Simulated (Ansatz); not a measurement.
# Cu(111) with 4 thermally displaced layers, 2x2: scattering by thermal displacements

How much do lattice vibrations at 300 K scatter the electrons of Cu? Layers with random displacements are laid between perfect leads, and the resistance is followed against their length.

Calculated with Ansatz 0.2.0; Ansatz plane-wave DFT, PBE, PAW files; ballistic transport by layer matching (Landauer), zero bias; PAW set soft_1.

This is a report of a sequence of runs, with most program output left out.

### 1. The structure

The cell holds 40 atoms: 40 Cu. Cell: a = 5.112 Å, b = 5.112 Å, c = 20.923 Å, α = 93.5°, β = 86.5°, γ = 120.0°. It derives from Cu. Regions: lead, 24 atoms (24 Cu); scattering region, 16 atoms (16 Cu). The structure is stacked along c, and the current runs across the ab planes.

### 2. With 4 displaced layers

Each atom of 4 layers is moved at random, by amounts drawn from a normal law 0.0778 Å wide in each direction from the Debye model (343 K) at 300 K. The layers about the cell's end stay perfect and serve as the lead. Disorder leaves little or no symmetry, which makes such runs dear. Energies from -0.05 to 0.05 eV in steps of 0.05 eV are too few for the program's thermal sum, so it prints no conductance; for a metal the transmission near the Fermi level serves, at a fraction of the cost.

Input file input.yaml:

```yaml
crystal:
  lattice:
    - [5.1123254594, 0.0, 0.0]
    - [-2.5561627297, 4.4274037203, 0.0]
    - [1.2780813649, -0.73790062, 20.8709812911]
  atoms:
    - { symbol: Cu, position: [0.9916666667, 0.0083333333, 0.05] }
    - { symbol: Cu, position: [0.9916666667, 0.5083333333, 0.05] }
    - { symbol: Cu, position: [0.4916666667, 0.0083333333, 0.05] }
    - { symbol: Cu, position: [0.4916666667, 0.5083333333, 0.05] }
    - { symbol: Cu, position: [0.1416666667, 0.3583333333, 0.15] }
    - { symbol: Cu, position: [0.1416666667, 0.8583333333, 0.15] }
    - { symbol: Cu, position: [0.6416666667, 0.3583333333, 0.15] }
    - { symbol: Cu, position: [0.6416666667, 0.8583333333, 0.15] }
[... 28 atom lines left out ...]
    - { symbol: Cu, position: [0.8416666667, 0.1583333333, 0.95] }
    - { symbol: Cu, position: [0.8416666667, 0.6583333333, 0.95] }
    - { symbol: Cu, position: [0.3416666667, 0.1583333333, 0.95] }
    - { symbol: Cu, position: [0.3416666667, 0.6583333333, 0.95] }
kpoints:
  mp_grid: { grid: [5, 5, 1] }
hamiltonian:
  xc: pbe
  pseudopotentials: { kind: paw, azcp: { folder: soft_1 } }
scf:
  occupations: { method: fermi_dirac, width: 0.1 }
output:
  transmission:
    leads: [[0, 4]]
    kmesh: [10, 10]
    e_range: [-0.05, 0.05]
    de: 0.05
  write_potential: true
  write_density: true
  volumetric_format: npy
  elf: true
```

Command:

```console
$ ansatz run input.yaml --threads 4 --pin off --max-ram 15360MiB --backend cpu --events-out ev --progress --plain --runs-dir out
```

It took 6.5 min on 4 threads of Arm Neoverse V2, shared host; peak memory 4.9 GiB.

This step gave:

```yaml
free_energy: -265006.5532 eV
energy_at_zero_smearing: -265006.3012 eV
fermi_energy: 16.34 eV
cell_area: 22.63 Å²
transmission_per_spin_nearest_the_fermi_level: 3.136
open_channels_per_spin_nearest_the_fermi_level: 3.21
step_of_the_lead_s_potential: 2.9 meV
```

Per spin. The transmission, zone mean by energy, zero at the Fermi level:

```
energy (eV)  transmission, zone mean
    -0.0500                     3.13
     0.0000                     3.14
     0.0500                     3.14
```

Per spin. The open channels, zone mean, lead stays at 3.21 for energy from -0.05 to 0.05 eV.

Transmission over k1 and k2. At 0.0000 eV from the Fermi level.

Values, 10 rows by 10 columns:
```
2.98 3.76 2.99 2.99 2.99 3.89 2.99 2.99 2.99 2.99
2.99 2.98 3.76 2.98 2.99 3.87 2.98 2.99 2.99 2.99
2.99 2.99 2.98 3.73 2.94 3.71 2.97 2.99 2.99 2.99
2.99 2.99 2.99 2.95 2.88 2.79 2.78 2.98 2.99 2.99
3.79 3.77 3.69 3.58 2.89 2.95 2.89 3.58 3.69 3.77
2.99 2.99 2.99 2.98 2.78 2.79 2.88 2.95 2.99 2.99
2.99 2.99 2.99 2.99 2.97 3.71 2.94 3.73 2.98 2.99
2.99 2.99 2.99 2.99 2.98 3.87 2.99 2.98 3.76 2.98
2.98 2.99 2.99 2.99 2.99 3.89 2.99 2.99 2.99 3.76
3.75 2.98 2.99 2.99 2.99 3.90 2.99 2.99 2.99 2.98
```
Columns: k1 (b1) from -0.5 to 0.4; rows upwards: k2 (b2) from -0.5 to 0.4.

Open channels over k1 and k2. At 0.0000 eV from the Fermi level.

Ten even steps from '0' (3.00) to '9' (4.00):
```
0900090000
0090090000
0009090000
0000000000
9999000999
0000000000
0000090900
0000090090
0000090009
9000090000
```
Columns: k1 (b1) from -0.5 to 0.4; rows upwards: k2 (b2) from -0.5 to 0.4.

ELF in the ca plane at fractional y = 0.615, with atoms of Cu within 0.2 Å of it. It is the smooth field of the valence electrons, not physical close to the nuclei.

Ten even steps from '0' (0.15) to '9' (0.63), each cell a mean:
```
21111100121017300222222111220089101211111111
21112100001000000221112111220046001222111222
11112000000100001100011000010000001111111122
11112001100221111000001000001100011000011101
21112000000100001100001000001111110000011000
21111100001000001210011000001000010000011000
11001211122004400221112000010000001000011000
21111110111003300221111111220185001111111111
21112100001000000221111112220186001222222222
11112000000110001111111000110000001111111122
11112001100221111100011000011000011000011101
21112000000100011000011000002111120000011000
21111100001000001100011000011000011000011000
11001111121028300221122000010001001000011000
```
Columns run along c (16.0 Å, from fractional 0.12 to 0.88 of the cell), rows up along a (5.1 Å). Atoms in or near the plane, at fractional coordinates: Cu at (0.35, 0.97), Cu at (0.65, 0.92), Cu at (0.64, 0.40).

Electrostatic potential energy in the ca plane at fractional y = 0.615, with atoms of Cu within 0.2 Å of it. With pseudopotentials it is smooth inside the atoms' cores, unlike the true potential.

Values in eV, 8 rows by 16 columns, each cell a mean:
```
 16  17  11  13 -20 -17  17  18  18  17  -7 -39  12  16  18  16
 17  16 -16  -8  11  12  16  13  14  11   9 -12  15  15  18  17
 16  17  -9  -5  12  11  15   9   5  -9  16  16  15  -4  15  10
 16  17  15  15 -13 -21  16  15  13   4   5  -5  15   1  15   9
 16  17  11  13  -9 -21  16  18  18  17 -14 -35  15  16  18  16
 17  16 -16  -8  14  12  16  16  14  12   2 -16  16  15  18  17
 16  17  -9  -5  10  12  14  12   5  -1  16  14  15  -4  15  10
 16  17  15  14 -22 -16  16  15  13  10   5 -15  14   1  15   9
```
Columns run along c (16.0 Å, from fractional 0.12 to 0.88 of the cell; values clipped at the 3rd and 97th percentile), rows up along a (5.1 Å). Atoms in or near the plane, at fractional coordinates: Cu at (0.35, 0.97), Cu at (0.65, 0.92), Cu at (0.64, 0.40).

Valence density in the ca plane at fractional y = 0.615, with atoms of Cu within 0.2 Å of it. It is the smooth field of the valence electrons, not physical close to the nuclei.

Ten steps, logarithmic in the rise over the least value, from '0' (0 e/Å³) to '9' (48 e/Å³), each cell a mean:
```
00000000000269830000000000001599610000000000
00000012210135410000000000001489510000000000
00000025530001100000000000000244200000000000
00000036631000000001100122100001000011000000
00000024420001100001100133200000000122100010
00000001100024420000000123200011000122100011
00000000000148841000000001001354100011000010
00000000000147841000000000002698400000000000
00000012210024420000000000001698400000000000
00000025530001100000000000000355200000000000
00000036631000000000000122100011000011000000
00000024420011100001000122100000000122100010
00000001100145410000000122100122100122100011
00000000000279830000000000000366300011000010
```
Columns run along c (16.0 Å, from fractional 0.12 to 0.88 of the cell), rows up along a (5.1 Å). Atoms in or near the plane, at fractional coordinates: Cu at (0.35, 0.97), Cu at (0.65, 0.92), Cu at (0.64, 0.40).

Over the solved energies the transmission per spin lies between 3.13 and 3.14, out of 3.21 channels of the lead on average (up to 3.21).

### 3. With 8 displaced layers

Each atom of 8 layers is moved at random, by amounts drawn from a normal law 0.0778 Å wide in each direction from the Debye model (343 K) at 300 K. A fresh draw is used; the growth of the resistance with length is what counts.

System of this step: Cu(111) with 8 thermally displaced layers, 2x2. The cell holds 56 atoms: 56 Cu. Its edges and angles: a = 5.112 Å, b = 5.112 Å, c = 29.257 Å, α = 87.5°, β = 92.5°, γ = 120.0°. It derives from Cu. Regions: lead, 24 atoms (24 Cu); scattering region, 32 atoms (32 Cu). The structure is stacked along c, and the current runs across the ab planes.

Input file input.yaml:

```yaml
crystal:
  lattice:
    - [5.1123254594, 0.0, 0.0]
    - [-2.5561627297, 4.4274037203, 0.0]
    - [-1.2780813649, 0.73790062, 29.2193738075]
  atoms:
    - { symbol: Cu, position: [0.005952381, 0.994047619, 0.0357142857] }
    - { symbol: Cu, position: [0.005952381, 0.494047619, 0.0357142857] }
    - { symbol: Cu, position: [0.505952381, 0.994047619, 0.0357142857] }
    - { symbol: Cu, position: [0.505952381, 0.494047619, 0.0357142857] }
    - { symbol: Cu, position: [0.1845238095, 0.3154761905, 0.1071428571] }
    - { symbol: Cu, position: [0.1845238095, 0.8154761905, 0.1071428571] }
    - { symbol: Cu, position: [0.6845238095, 0.3154761905, 0.1071428571] }
    - { symbol: Cu, position: [0.6845238095, 0.8154761905, 0.1071428571] }
[... 44 atom lines left out ...]
    - { symbol: Cu, position: [0.3273809524, 0.1726190476, 0.9642857143] }
    - { symbol: Cu, position: [0.3273809524, 0.6726190476, 0.9642857143] }
    - { symbol: Cu, position: [0.8273809524, 0.1726190476, 0.9642857143] }
    - { symbol: Cu, position: [0.8273809524, 0.6726190476, 0.9642857143] }
kpoints:
  mp_grid: { grid: [5, 5, 1] }
hamiltonian:
  xc: pbe
  pseudopotentials: { kind: paw, azcp: { folder: soft_1 } }
scf:
  occupations: { method: fermi_dirac, width: 0.1 }
output:
  transmission:
    leads: [[0, 4]]
    kmesh: [10, 10]
    e_range: [-0.05, 0.05]
    de: 0.05
  write_potential: true
  write_density: true
  volumetric_format: npy
```

Wall time 13 min (4 threads); peak memory 8.4 GiB.

This step gave:

```yaml
free_energy: -371008.4246 eV
energy_at_zero_smearing: -371008.0685 eV
transmission_per_spin_nearest_the_fermi_level: 3.045
step_of_the_lead_s_potential: 3.3 meV
```

Per spin. Table of transmission, zone mean by energy, zero at the Fermi level:

```
energy (eV)  transmission, zone mean
    -0.0500                     3.02
     0.0000                     3.04
     0.0500                     3.06
```

Over the solved energies the transmission per spin lies between 3.02 and 3.06, out of 3.21 channels of the lead on average (up to 3.21).

### 4. With 12 displaced layers

Each atom of 12 layers is moved at random, by amounts drawn from a normal law 0.0778 Å wide in each direction from the Debye model (343 K) at 300 K. A fresh draw is used; the growth of the resistance with length is what counts.

System of this step: Cu(111) with 12 thermally displaced layers, 2x2. The cell holds 72 atoms: 72 Cu. Cell: a = 5.112 Å, b = 5.112 Å, c = 37.568 Å, α = 90.0°, β = 90.0°, γ = 120.0°. It derives from Cu. Regions: lead, 24 atoms (24 Cu); scattering region, 48 atoms (48 Cu). The structure is stacked along c, and the current runs across the ab planes.

Input file input.yaml:

```yaml
crystal:
  lattice:
    - [5.1123254594, 0.0, 0.0]
    - [-2.5561627297, 4.4274037203, 0.0]
    - [0.0, 0.0, 37.567766324]
  atoms:
    - { symbol: Cu, position: [0.0, 0.0, 0.0277777778] }
    - { symbol: Cu, position: [0.0, 0.5, 0.0277777778] }
    - { symbol: Cu, position: [0.5, 0.0, 0.0277777778] }
    - { symbol: Cu, position: [0.5, 0.5, 0.0277777778] }
    - { symbol: Cu, position: [0.1666666667, 0.3333333333, 0.0833333333] }
    - { symbol: Cu, position: [0.1666666667, 0.8333333333, 0.0833333333] }
    - { symbol: Cu, position: [0.6666666667, 0.3333333333, 0.0833333333] }
    - { symbol: Cu, position: [0.6666666667, 0.8333333333, 0.0833333333] }
[... 60 atom lines left out ...]
    - { symbol: Cu, position: [0.3333333333, 0.1666666667, 0.9722222222] }
    - { symbol: Cu, position: [0.3333333333, 0.6666666667, 0.9722222222] }
    - { symbol: Cu, position: [0.8333333333, 0.1666666667, 0.9722222222] }
    - { symbol: Cu, position: [0.8333333333, 0.6666666667, 0.9722222222] }
kpoints:
  mp_grid: { grid: [5, 5, 1] }
hamiltonian:
  xc: pbe
  pseudopotentials: { kind: paw, azcp: { folder: soft_1 } }
scf:
  occupations: { method: fermi_dirac, width: 0.1 }
output:
  transmission:
    leads: [[0, 4]]
    kmesh: [10, 10]
    e_range: [-0.05, 0.05]
    de: 0.05
  write_potential: true
  write_density: true
  volumetric_format: npy
```

Wall time 25 min (4 threads); peak memory 7.4 GiB; 1.6 h of CPU time.

Numbers from this step:

- free energy: -477010.0275 eV
- energy at zero smearing: -477009.6114 eV
- Fermi energy: 16.32 eV
- transmission per spin nearest the Fermi level: 2.918
- step of the lead's potential: 2.6 meV

Per spin. Table of transmission, zone mean by energy, zero at the Fermi level:

```
energy (eV)  transmission, zone mean
    -0.0500                     2.88
     0.0000                     2.92
     0.0500                     2.92
```

Over the solved energies the transmission per spin lies between 2.88 and 2.92, out of 3.21 channels of the lead on average (up to 3.21).

### 5. Resistance against length

This step: Ansatz plane-wave DFT, PBE, PAW files; ballistic transport by layer matching (Landauer), zero bias; resistivity from the slope of the area resistance; PAW set soft_1 (Ansatz 0.2.0).

Numbers from this step:

```
resistivity           : 4.363 µΩ cm
intercept             : -0.01704 fΩ m²
scatter about the fit : 0.003775 fΩ m²
```

Resistance, by row:

```
run  length (Å)      T  channels N  RA (fΩ m²)
 n4       8.348  3.134        3.21     0.02205
 n8        16.7  3.041        3.21     0.05047
n12       25.05  2.907        3.21     0.09491
```

Table of area resistance by length of the displaced region:

```
length of the displaced region (Å)  area resistance (fΩ m²)
                              8.35                   0.0221
                             16.70                   0.0505
                             25.05                   0.0949
```

The area resistance goes from 0.022 to 0.095 fΩ m² between 8.3 and 25.0 Å, a slope of 4.4 µΩ cm.

By hand from the end points: (0.09491 − 0.02205) fΩ m² / (25.05 − 8.35) Å = 4.4 µΩ cm, since 1 fΩ m² per Å is 1000 µΩ cm.

### 6. Results

```
resistivity from the slope  : 4.36 µΩ cm
area resistance over 8.35 Å : 0.0221 fΩ m²
area resistance over 16.7 Å : 0.0505 fΩ m²
area resistance over 25.0 Å : 0.0949 fΩ m²
```

In words: The slope gives 4.4 µΩ cm. The points scatter by 0.0038 fΩ m² about the line, with one random draw a length in a 2x2 cell, so the slope is a rough value. The mean square of the displacements drawn is 0.78, 0.91 and 1.0 of the nominal one at the three lengths; with each resistance scaled back by that, the slope is 3.9 µΩ cm, the value used below. Read with a model of isotropic scattering on a spherical Fermi surface and the lead's 1.1×10¹⁵ S/m², this slope means a mean free path near 211 Å; over these lengths the model's slope is 1.19 times its bulk resistivity, which would be 3.2 µΩ cm. Uncorrelated displacements put too much weight on short waves, which scatter strongly; with the sideways repeat of a small cell, one draw and three short lengths, the method is good to a factor of two or three. The measured value is 1.725 µΩ cm (CRC Handbook of Chemistry and Physics, 84th ed., 2003, Electrical Resistivity of Pure Metals); the scaled slope is 2.2 times that and the corrected value 1.9: clearly high.

[Logs are printed without paths, hosts, clocks, repeated set-up lines and the standing remarks that a program may print on its own settings, such as how far it seeks lower states.]

[Hosts, paths, dates, database ids (printed as entryN), source tags and the programs' standing remarks are cut or masked in the printed files.]
